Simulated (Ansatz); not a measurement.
**Lattice dynamics of TiSi (model cell, started as zinc blende)**

Task: relax TiSi (model cell, started as zinc blende), then find its harmonic phonons.

Program: Ansatz 0.2.0. Level of theory: DFT PBEsol, scalar-relativistic, plane waves, PAW. Results are calculated unless marked as measured.

The structure was built from a prototype and need not be the compound's stable phase.

## (1) Starting point

It takes space group F-43m (No. 216, cubic). Conventional cell: a = 5.546 Å, b = 5.546 Å, c = 5.546 Å, α = 90.00°, β = 90.00°, γ = 90.00°. Nearest to Ti lie 4 Si at 2.40 Å. Nearest to Si lie 4 Ti at 2.40 Å. Farther neighbours are not listed.

## (2) Relaxation, k-mesh 14×14×14

Harmonic phonons are second derivatives at a point where the forces vanish, and they are wanted at zero stress, so atoms and cell are relaxed first.

Input file input.yaml:

```yaml
crystal:
  lattice:
    - [0.0, 2.77324, 2.77324]
    - [2.77324, 0.0, 2.77324]
    - [2.77324, 2.77324, 0.0]
  atoms:
    - { symbol: Ti, position: [0.0, 0.0, 0.0] }
    - { symbol: Si, position: [0.25, 0.25, 0.25] }
kpoints:
  mp_grid: { grid: [14, 14, 14] }
hamiltonian:
  xc: pbesol
scf:
  occupations: { method: gaussian, width: 0.1 }
output:
  forces: true
  stress: true
  eigenvalues: true
relax:
  adjacent_minimum: "off"
  f_tol: 0.005
  max_steps: 80
  cell: { stress_tol: 0.05 }
```

Started as:

```console
$ ansatz run input.yaml --threads 4 --pin off --max-ram 7168MiB --backend cpu --events-out ev --progress --plain --runs-dir out
```

Numbers of over 12 decimals in the logs are rounded to 6 here.

The log of the run:

```text
Engine: ansatz 0.2.0, aarch64-unknown-linux-gnu
Pseudopotentials: kind: paw
Pseudopotential: Ti, paw, valence charge 12, recommended cutoff 420 eV (normal), Ti.paw.azcp
Pseudopotential: Si, paw, valence charge 4, recommended cutoff 420 eV (normal), Si.paw.azcp
Functional definition: PBEsol
  exchange = pbesol_x
  correlation = pbesol_c
Crystal: 2 atoms, lattice volume = 42.657 Å³
Basis set: ecut = 420 eV, 869 PW (Γ), exchange–correlation on 54×54×54 points (8 copies of the dense FFT grid, shifted against one another)
Bands: 12, of which v1, the nominal top of the filled ones, is band 8 counted from 1 (7 counted from 0)
Symmetry: 24 space group operations
Space group: F-43m (ITA 216), of the structure as read, at distance tolerance 3.5e-5 Å
k-points: 104 of 2744 (time reversal used)
Non-local potential: Ti, projectors of the file, l = 0: 3, l = 1: 2, l = 2: 3, l = 3: 1
Non-local potential: Si, projectors of the file, l = 0: 2, l = 1: 2, l = 2: 2
PAW form: soft (Blöchl's): semilocal exchange-correlation on the pseudo side does not see the compensation charge
PAW frozen core: Ti, regenerated for the run's functional, and the local potential with it (the file was generated under x = pbe(κ = 0.804, μ = 0.219515), c = pbe(β = 0.066725))
PAW frozen core: Si, regenerated for the run's functional, and the local potential with it (the file was generated under x = pbe(κ = 0.804, μ = 0.219515), c = pbe(β = 0.066725))
PAW one-centre angular grid: Ti, 590 points (default); XC on 64 Gauss nodes
PAW one-centre angular grid: Si, 110 points (default); XC on 64 Gauss nodes
Initial density: superposition of atomic densities (neutral atoms: chi_scale 0, normalization atom), corrected by the library's trained network
Initial wavefunctions: pseudopotential atomic-orbital guess
Functional: x = pbesol(κ = 0.804, μ = 0.123457), c = pbesol(β = 0.046)
SCF iter   1: F=—  HF=-3093.957185 eV  |F-HF|=—  |Δ(HF+E_count)|=         —  Δρ=7.27e-3  dr2=2.73e-2  ethr=1.77e-3  ⟨swp⟩=5.2  Hψ=7174  notcnv=0
preconditioner: auto → Kerker (q_TF=auto, 2.317 Å⁻¹)  [metal: Δε(μ)=0.046 eV  Ē_g=4.716 eV  σ=0.100 eV  W_gap=0.26  n_scr=14 (ndim 8)  ℏωp=16.1 eV  f_vac=0.000  D(μ)=0.47/eV (n_scr^D=0)]
SCF iter   2: F=—  HF=-3093.954159 eV  |F-HF|=—  |Δ(HF+E_count)|=   3.03e-3  Δρ=3.06e-3  dr2=5.14e-3  ethr=1.70e-4  ⟨swp⟩=1.0  Hψ=2084  notcnv=0
SCF iter   3: F=—  HF=-3093.953649 eV  |F-HF|=—  |Δ(HF+E_count)|=   5.10e-4  Δρ=4.70e-4  dr2=1.30e-4  ethr=3.21e-5  ⟨swp⟩=2.0  Hψ=1454  notcnv=0
SCF iter   4: F=—  HF=-3093.953672 eV  |F-HF|=—  |Δ(HF+E_count)|=   2.24e-5  Δρ=1.35e-4  dr2=1.08e-5  ethr=8.13e-7  ⟨swp⟩=2.2  Hψ=1531  notcnv=0
SCF iter   5: F=—  HF=-3093.953674 eV  |F-HF|=—  |Δ(HF+E_count)|=   2.73e-6  Δρ=3.07e-5  dr2=6.07e-7  ethr=6.73e-8  ⟨swp⟩=2.0  Hψ=1639  notcnv=0
SCF iter   6: F=-3093.953674 eV  HF=-3093.953674 eV  |F-HF|=6.46e-9  |Δ(HF+E_count)|=   1.00e-7  Δρ=7.34e-6  dr2=2.41e-8  ethr=6.25e-10  ⟨swp⟩=4.5  Hψ=4416  notcnv=0
SCF 1 converged in 6 iterations: F = -3093.953674 eV  dr2 = 2.41e-8
  greatest PAW one-centre occupation: 0.999 electrons in one spin orbital (limit 2), on the Ti atom at site 0 (counted from 0), in its partial waves of l = 0
relax step   1: F+E_penalty+E_count = -3093.95367438 eV  Δ(F+E_penalty+E_count) = +0.000e0 eV  max|allowed force component| = 3.469e-17 eV/Å  Δτ_max = 0.0000 Å  P = +7.036 GPa  Ω = 42.657 Å³  (6 SCF iters, dr2 threshold 1.00e-7 eV, accepted)
Crystal: 2 atoms, lattice volume = 45.659 Å³
Basis set: ecut = 420 eV, 893 PW (Γ), exchange–correlation on 54×54×54 points (8 copies of the dense FFT grid, shifted against one another)
Initial density: handed on by an earlier stage of this run
Initial wavefunctions: those handed on with the density
iter 1 solved again at ethr=8.61e-6 eV; its pass at ethr=3.10e-3 eV (dr2=1.38e-3 eV) is discarded
SCF iter   1: F=—  HF=-3094.032611 eV  |F-HF|=—  |Δ(HF+E_count)|=         —  Δρ=1.65e-3  dr2=1.38e-3  ethr=8.61e-6  ⟨swp⟩=1.0  Hψ=9720  notcnv=0
preconditioner: auto → Kerker (q_TF=auto, 2.291 Å⁻¹)  [metal: Δε(μ)=0.002 eV  Ē_g=4.446 eV  σ=0.100 eV  W_gap=0.01  n_scr=14 (ndim 8)  ℏωp=15.5 eV  f_vac=0.000  D(μ)=0.46/eV (n_scr^D=0)]
SCF iter   2: F=—  HF=-3094.032563 eV  |F-HF|=—  |Δ(HF+E_count)|=   4.74e-5  Δρ=1.05e-3  dr2=6.76e-4  ethr=8.60e-6  ⟨swp⟩=1.0  Hψ=1248  notcnv=0
SCF iter   3: F=—  HF=-3094.032498 eV  |F-HF|=—  |Δ(HF+E_count)|=   6.50e-5  Δρ=2.17e-4  dr2=3.96e-5  ethr=4.23e-6  ⟨swp⟩=2.2  Hψ=1687  notcnv=0
SCF iter   4: F=—  HF=-3094.032504 eV  |F-HF|=—  |Δ(HF+E_count)|=   5.14e-6  Δρ=7.00e-5  dr2=2.38e-6  ethr=2.47e-7  ⟨swp⟩=2.5  Hψ=1612  notcnv=0
SCF iter   5: F=—  HF=-3094.032504 eV  |F-HF|=—  |Δ(HF+E_count)|=   7.18e-7  Δρ=2.57e-5  dr2=4.22e-7  ethr=1.49e-8  ⟨swp⟩=2.2  Hψ=1678  notcnv=0
SCF iter   6: F=-3094.032504 eV  HF=-3094.032504 eV  |F-HF|=2.46e-10  |Δ(HF+E_count)|=   1.69e-9  Δρ=7.00e-6  dr2=3.92e-8  ethr=1.25e-9  ⟨swp⟩=5.0  Hψ=5549  notcnv=0
SCF 2 converged in 6 iterations: F = -3094.032504 eV  dr2 = 3.92e-8
relax step   2: F+E_penalty+E_count = -3094.03250431 eV  Δ(F+E_penalty+E_count) = -7.883e-2 eV  max|allowed force component| = 8.327e-17 eV/Å  Δτ_max = 0.0000 Å  P = +1.663 GPa  Ω = 45.659 Å³  energy of the carried Pulay correction = -2.988e-4 eV  (6 SCF iters, dr2 threshold 2.00e-7 eV, accepted)
Crystal: 2 atoms, lattice volume = 46.675 Å³
Basis set: ecut = 420 eV, 941 PW (Γ), exchange–correlation on 54×54×54 points (8 copies of the dense FFT grid, shifted against one another)
iter 1 solved again at ethr=9.39e-7 eV; its pass at ethr=3.10e-3 eV (dr2=1.50e-4 eV) is discarded
SCF iter   1: F=—  HF=-3094.038117 eV  |F-HF|=—  |Δ(HF+E_count)|=         —  Δρ=5.56e-4  dr2=1.62e-4  ethr=9.39e-7  ⟨swp⟩=2.0  Hψ=8928  notcnv=0
preconditioner: auto → Kerker (q_TF=auto, 2.282 Å⁻¹)  [metal: Δε(μ)=0.034 eV  Ē_g=4.376 eV  σ=0.100 eV  W_gap=0.19  n_scr=14 (ndim 8)  ℏωp=15.4 eV  f_vac=0.000  D(μ)=0.41/eV (n_scr^D=0)]
SCF iter   2: F=—  HF=-3094.038105 eV  |F-HF|=—  |Δ(HF+E_count)|=   1.14e-5  Δρ=3.36e-4  dr2=6.92e-5  ethr=9.39e-7  ⟨swp⟩=1.0  Hψ=1248  notcnv=0
SCF iter   3: F=—  HF=-3094.038097 eV  |F-HF|=—  |Δ(HF+E_count)|=   8.24e-6  Δρ=7.72e-5  dr2=5.53e-6  ethr=4.33e-7  ⟨swp⟩=2.0  Hψ=1635  notcnv=0
SCF iter   4: F=—  HF=-3094.038097 eV  |F-HF|=—  |Δ(HF+E_count)|=   7.08e-8  Δρ=2.34e-5  dr2=3.09e-7  ethr=3.46e-8  ⟨swp⟩=2.2  Hψ=1672  notcnv=0
iter 5 did not close the SCF: its close was put off for the readings that it lacked (scf_convergence_deferred on its scf_iter line)
SCF iter   5: F=-3094.038097 eV  HF=-3094.038097 eV  |F-HF|=4.96e-9  |Δ(HF+E_count)|=   1.41e-7  Δρ=6.25e-6  dr2=2.43e-8  ethr=1.93e-9  ⟨swp⟩=2.3  Hψ=1683  notcnv=0
SCF iter   6: F=-3094.038097 eV  HF=-3094.038097 eV  |F-HF|=1.61e-9  |Δ(HF+E_count)|=   7.76e-9  Δρ=2.30e-6  dr2=3.84e-9  ethr=1.52e-10  ⟨swp⟩=1.4  Hψ=3866  notcnv=0
SCF 3 converged in 6 iterations: F = -3094.038097 eV  dr2 = 3.84e-9
relax step   3: F+E_penalty+E_count = -3094.03809713 eV  Δ(F+E_penalty+E_count) = -5.593e-3 eV  max|allowed force component| = 1.411e-16 eV/Å  Δτ_max = 0.0000 Å  P = +0.154 GPa  Ω = 46.675 Å³  energy of the carried Pulay correction = -3.955e-4 eV  (6 SCF iters, dr2 threshold 2.00e-7 eV, accepted)
[...]
relax step   4: F+E_penalty+E_count = -3094.03813932 eV  Δ(F+E_penalty+E_count) = -4.219e-5 eV  max|allowed force component| = 9.714e-17 eV/Å  Δτ_max = 0.0000 Å  P = +0.001 GPa  Ω = 46.783 Å³  energy of the carried Pulay correction = -4.057e-4 eV  (6 SCF iters, dr2 threshold 5.94e-8 eV, accepted)
Basis set: ecut = 420 eV, 941 PW (Γ), exchange–correlation on 60×60×60 points (8 copies of the dense FFT grid, shifted against one another)
Initial wavefunctions: pseudopotential atomic-orbital guess (no wavefunctions were taken with the density)
iter 1 solved again at ethr=8.79e-8 eV; its pass at ethr=3.10e-3 eV (dr2=1.41e-5 eV) is discarded
SCF iter   1: F=—  HF=-3094.038821 eV  |F-HF|=—  |Δ(HF+E_count)|=         —  Δρ=2.88e-4  dr2=9.77e-7  ethr=8.79e-8  ⟨swp⟩=3.0  Hψ=10521  notcnv=0
preconditioner: auto → Kerker (q_TF=auto, 2.282 Å⁻¹)  [metal: Δε(μ)=0.042 eV  Ē_g=4.371 eV  σ=0.100 eV  W_gap=0.23  n_scr=14 (ndim 8)  ℏωp=15.4 eV  f_vac=0.000  D(μ)=0.39/eV (n_scr^D=0)]
SCF iter   2: F=—  HF=-3094.038872 eV  |F-HF|=—  |Δ(HF+E_count)|=   5.03e-5  Δρ=1.46e-4  dr2=2.92e-7  ethr=6.10e-9  ⟨swp⟩=1.1  Hψ=1265  notcnv=0
SCF iter   3: F=—  HF=-3094.038888 eV  |F-HF|=—  |Δ(HF+E_count)|=   1.67e-5  Δρ=2.98e-6  dr2=3.81e-10  ethr=1.83e-9  ⟨swp⟩=2.0  Hψ=1660  notcnv=0
SCF iter   4: F=—  HF=-3094.038888 eV  |F-HF|=—  |Δ(HF+E_count)|=   6.14e-9  Δρ=5.16e-7  dr2=6.37e-11  ethr=2.38e-12  ⟨swp⟩=2.0  Hψ=1997  notcnv=0
iter 5 did not close the SCF: its close was put off for the readings that it lacked (scf_convergence_deferred on its scf_iter line)
SCF iter   5: F=-3094.038888 eV  HF=-3094.038888 eV  |F-HF|=5.00e-12  |Δ(HF+E_count)|=  1.05e-10  Δρ=1.63e-7  dr2=1.44e-11  ethr=1.00e-12  ⟨swp⟩=1.0  Hψ=1258  notcnv=0
SCF iter   6: F=-3094.038888 eV  HF=-3094.038888 eV  |F-HF|=0.00e0  |Δ(HF+E_count)|=  1.36e-12  Δρ=3.82e-8  dr2=1.06e-12  ethr=1.00e-12  ⟨swp⟩=4.0  Hψ=4914  notcnv=0
SCF 5 converged in 6 iterations: F = -3094.038888 eV  dr2 = 1.06e-12
relax step   5: F+E_penalty+E_count = -3094.03888828 eV  Δ(F+E_penalty+E_count) = -7.490e-4 eV  max|allowed force component| = 1.133e-16 eV/Å  Δτ_max = 0.0000 Å  P = +0.036 GPa  Ω = 46.783 Å³  stress off target by 3.60e-2 GPa  SCF on the basis re-selected at this cell (its energy is not comparable with the rows above)  (6 SCF iters)
basis re-selected at this cell: Δ(F+E_penalty+E_count) = -7.490e-4 eV, ΔP = +0.035 GPa vs the last step (what re-selecting the basis moved, of the pressure what is left beyond the Pulay correction that the steps carried, after the strain that the cell walked since its last selection, with what the two solves' SCF thresholds leave and, on support functions, any second-order correction that the steps lacked; it is no measure of the basis error at this ecutwfc). The dense FFT grid was sized anew with the basis: this SCF ran on 30×30×30 points, the steps before it on 27×27×27, so part of this shift can come from that change (see relax.cell in the input reference). [rest of the remark cut]
SCF converged after 6 iterations
Free energy (F): -3094.038888 eV
Harris-Foulkes:  -3094.038888 eV  (|F-HF|=0.00e0)
Internal energy: -3094.036926 eV  (E = F + TS)
E sigma→0 (E₀):  -3094.037907 eV
Entropy (-TS):   -0.001962 eV (-0.981 meV/atom)
Fermi energy:    6.174445 eV
--- Per-component energies (eV) ---
  E_band       = -232.827009
  E_kinetic    = 309.705606
  E_local      = -1258.989995  (includes V_loc(G=0)·N_el)
  E_nonlocal   = 37.677309
  E_hartree    = 508.787323
  E_xc         = -149.548976
  E_vxc        = -165.799292  (∫ρ·V_xc dr)
  E_paw        = -1521.545023  (= ΣΔE_a)
  E_vpaw       = -172.995436  (= ΣTr[D̂ρ^β])
  E_aug_tail   = 0.000111  (compensation charges beyond the density's cutoff)
  E_ewald      = -1020.294227
  E_core_change = 0.170945  (= ΣΔE_core)
  E_smearing   = -0.001962  (= −TS)
  E_closure    = -0.000000  (closes the sum)
  Σ components = -3094.038888   (vs F -3094.038888, Δ=0.00e0)
--- Forces (eV/Å), atoms counted from 1 ---
  atom   1  Ti    -0.00000000    -0.00000000    -0.00000000
  atom   2  Si    -0.00000000    -0.00000000    -0.00000000
  max |Σ_I F_I| component: 4.39e-16 eV/Å
--- Stress (GPa, compression-positive) ---
        0.036040      -0.000000      -0.000000
       -0.000000       0.036040      -0.000000
       -0.000000      -0.000000       0.036040
  P = ⅓ Tr σ = 0.0360 GPa (0.360 kbar)
--- Band table (eV; the first three rows and the last of 104) ---
  k-point 0: bands = [... 4 lower, -1.8615, 5.1591, 5.1591, 5.1591, 7.2044, 7.2044, 11.9266, 12.5250]
  k-point 1: bands = [... 4 lower, -1.8040, 5.0829, 5.1801, 5.1801, 7.1904, 7.1904, 11.6479, 12.3859]
  k-point 2: bands = [... 4 lower, -1.6362, 4.8735, 5.2363, 5.2363, 7.1617, 7.1617, 10.8008, 12.0679]
  k-point 103: bands = [... 4 lower, 0.2624, 4.1206, 4.9417, 5.9130, 6.3180, 7.2275, 7.7976, 8.4072]
--- Relaxed structure (4 steps of the walk, 4 accepted, 1 SCFs on fresh bases) ---
  F+E_penalty+E_count = -3094.03888828 eV   max|allowed force component| = 1.133e-16 eV/Å   (the final SCF, on the basis selected at the relaxed cell)
  cell:  # Å, volume = 46.7833 Å³
    - [0, 2.859918, 2.859918]
    - [2.859918, 0, 2.859918]
    - [2.859918, 2.859918, 0]
  atoms:
    - { symbol: Ti, position: [0, 0, 0] }
    - { symbol: Si, position: [0.25, 0.25, 0.25] }
```

It took 6.6 s on 4 threads of Arm Neoverse V2, shared host; peak memory 0.42 GiB.

The steps of the relaxation:

```csv
step,energy less that of the first step (eV),largest force component (eV/Å),pressure (GPa),volume (Å³)
1,0.0000,0.0000,7.04,42.66
2,-0.0788,0.0000,1.66,45.66
3,-0.0844,0.0000,0.15,46.67
4,-0.0845,0.0000,0.00,46.78
5*,-0.0852,0.0000,0.04,46.78
```

Relaxation steps marked * repeat the geometry before them on a plane-wave basis chosen anew for their cell, so energy and pressure can jump there.

The run keeps the 24 symmetry operations that it works with, so distortions that break them were not tested.

```csv
"conventional cell, symmetrised",before,after,change
a (Å),5.546,5.720,+3.1 %
b (Å),5.546,5.720,+3.1 %
c (Å),5.546,5.720,+3.1 %
volume (Å³/atom),21.33,23.39,+9.7 %
```

The relaxed structure:

```cif
data_structure
_symmetry_space_group_name_H-M 'P 1'
_symmetry_Int_Tables_number 1
_cell_length_a 4.0445
_cell_length_b 4.0445
_cell_length_c 4.0445
_cell_angle_alpha 60.000
_cell_angle_beta 60.000
_cell_angle_gamma 60.000
_cell_volume 46.78
loop_
_atom_site_label
_atom_site_type_symbol
_atom_site_fract_x
_atom_site_fract_y
_atom_site_fract_z
_atom_site_occupancy
Ti1 Ti 0.00000 0.00000 0.00000 1
Si2 Si 0.25000 0.25000 0.25000 1
```

This step gave:

```yaml
pressure: 0.03604 GPa
volume_per_atom: 23.39 Å³
gap_on_the_k_mesh: 0.04155 eV
direct_gap_on_mesh: 0.04155 eV
```

In this step the volume went from 21.33 to 23.39 Å³/atom.

## (3) Relaxation, k-mesh 12×12×12

The relaxation is repeated from its end, on the mesh and smearing that suit the cell and gap now reached.

input.yaml, the sections that differ from step 2:

```yaml
crystal:
  lattice:
    - [0.0, 2.8599179616, 2.8599179616]
    - [2.8599179616, 0.0, 2.8599179616]
    - [2.8599179616, 2.8599179616, 0.0]
  atoms:
    - { symbol: Ti, position: [0.0, 0.0, 0.0] }
    - { symbol: Si, position: [0.25, 0.25, 0.25] }
kpoints:
  mp_grid: { grid: [12, 12, 12] }
output:
  forces: true
  stress: true
  eigenvalues: true
  write_density: true
  write_potential: true
  elf: true
  volumetric_format: npy
# hamiltonian, scf, relax: as in step 2
```

The log of the run:

```text
[...]
Crystal: 2 atoms, lattice volume = 46.783 Å³
Basis set: ecut = 420 eV, 941 PW (Γ), exchange–correlation on 60×60×60 points (8 copies of the dense FFT grid, shifted against one another)
Bands: 12, of which v1, the nominal top of the filled ones, is band 8 counted from 1 (7 counted from 0)
Symmetry: 24 space group operations
[...]
k-points: 72 of 1728 (time reversal used)
[...]
k-point 71: bands = [... 4 lower, 0.2625, 4.2169, 4.8200, 5.9043, 6.3211, 7.2196, 7.7984, 8.4115]
--- Relaxed structure (1 steps of the walk, 1 accepted, 1 SCFs on fresh bases) ---
[...]
cell:  # Å, volume = 46.7833 Å³
    - [0.0, 2.8599179616, 2.8599179616]
    - [2.8599179616, 0.0, 2.8599179616]
    - [2.8599179616, 2.8599179616, 0.0]
  atoms:
    - { symbol: Ti, position: [0.0, 0.0, 0.0] }
    - { symbol: Si, position: [0.250000, 0.250000, 0.250000] }
[key lines of the parts left out:]
SCF converged after 6 iterations
Free energy (F): -3094.038918 eV
Fermi energy:    6.174160 eV
P = ⅓ Tr σ = 0.0358 GPa (0.358 kbar)
```

The job ended after 2.2 s (4 threads; peak memory 0.39 GiB).

Little changed from the start: no atom moved by 0.005 Å and no cell edge by 0.1 %.

This step gave:

- pressure: 0.03579 GPa
- gap on the k-mesh: 0.04154 eV
- direct gap on mesh: 0.04154 eV

In this step the volume went from 23.39 to 23.39 Å³/atom.

## (4) Relaxing to small forces for the phonons

Phonons need a cell at rest on their own settings, so the relaxation is repeated with tight tolerances on forces and stress, using the mesh and the filling of the phonon run that follows.

input.yaml, the sections that differ from step 3:

```yaml
output:
  forces: true
  stress: true
  eigenvalues: true
relax:
  adjacent_minimum: "off"
  f_tol: 0.001
  max_steps: 60
  cell: { stress_tol: 0.01 }
# crystal, kpoints, hamiltonian, scf: as in step 3
```

The log of the run:

```text
[...]
Crystal: 2 atoms, lattice volume = 46.783 Å³
Basis set: ecut = 420 eV, 941 PW (Γ), exchange–correlation on 60×60×60 points (8 copies of the dense FFT grid, shifted against one another)
Bands: 12, of which v1, the nominal top of the filled ones, is band 8 counted from 1 (7 counted from 0)
Symmetry: 24 space group operations
[...]
k-points: 72 of 1728 (time reversal used)
[...]
k-point 71: bands = [... 4 lower, 0.2583, 4.2134, 4.8155, 5.9000, 6.3164, 7.2145, 7.7928, 8.4057]
--- Relaxed structure (2 steps of the walk, 2 accepted, 1 SCFs on fresh bases) ---
[...]
cell:  # Å, volume = 46.8054 Å³
    - [0, 2.860368, 2.860368]
    - [2.860368, 0, 2.860368]
    - [2.860368, 2.860368, 0]
  atoms:
    - { symbol: Ti, position: [0, 0, 0] }
    - { symbol: Si, position: [0.25, 0.25, 0.25] }
[key lines of the parts left out:]
SCF converged after 8 iterations
Free energy (F): -3094.038921 eV
Fermi energy:    6.169634 eV
P = ⅓ Tr σ = 0.0052 GPa (0.052 kbar)
```

Run time: 3.1 s. Hardware: 4 threads; peak memory 0.39 GiB.

Little changed from the start: no atom moved by 0.005 Å and no cell edge by 0.1 %.

This step gave:

* pressure: 0.005163 GPa
* volume per atom: 23.40 Å³
* gap on the k-mesh: 0.04239 eV
* direct gap on mesh: 0.04239 eV

The forces vanish by symmetry and the pressure is 0.005 GPa, within the tolerances set. The cell now holds 23.40 Å³/atom.

(Continued in part 2 of 2.)

[Logs are printed without paths, hosts, clocks, repeated set-up lines and the standing remarks that a program may print on its own settings, such as how far it seeks lower states.]

[Hosts, paths, dates, database ids (printed as entryN), source tags and the programs' standing remarks are cut or masked in the printed files.]
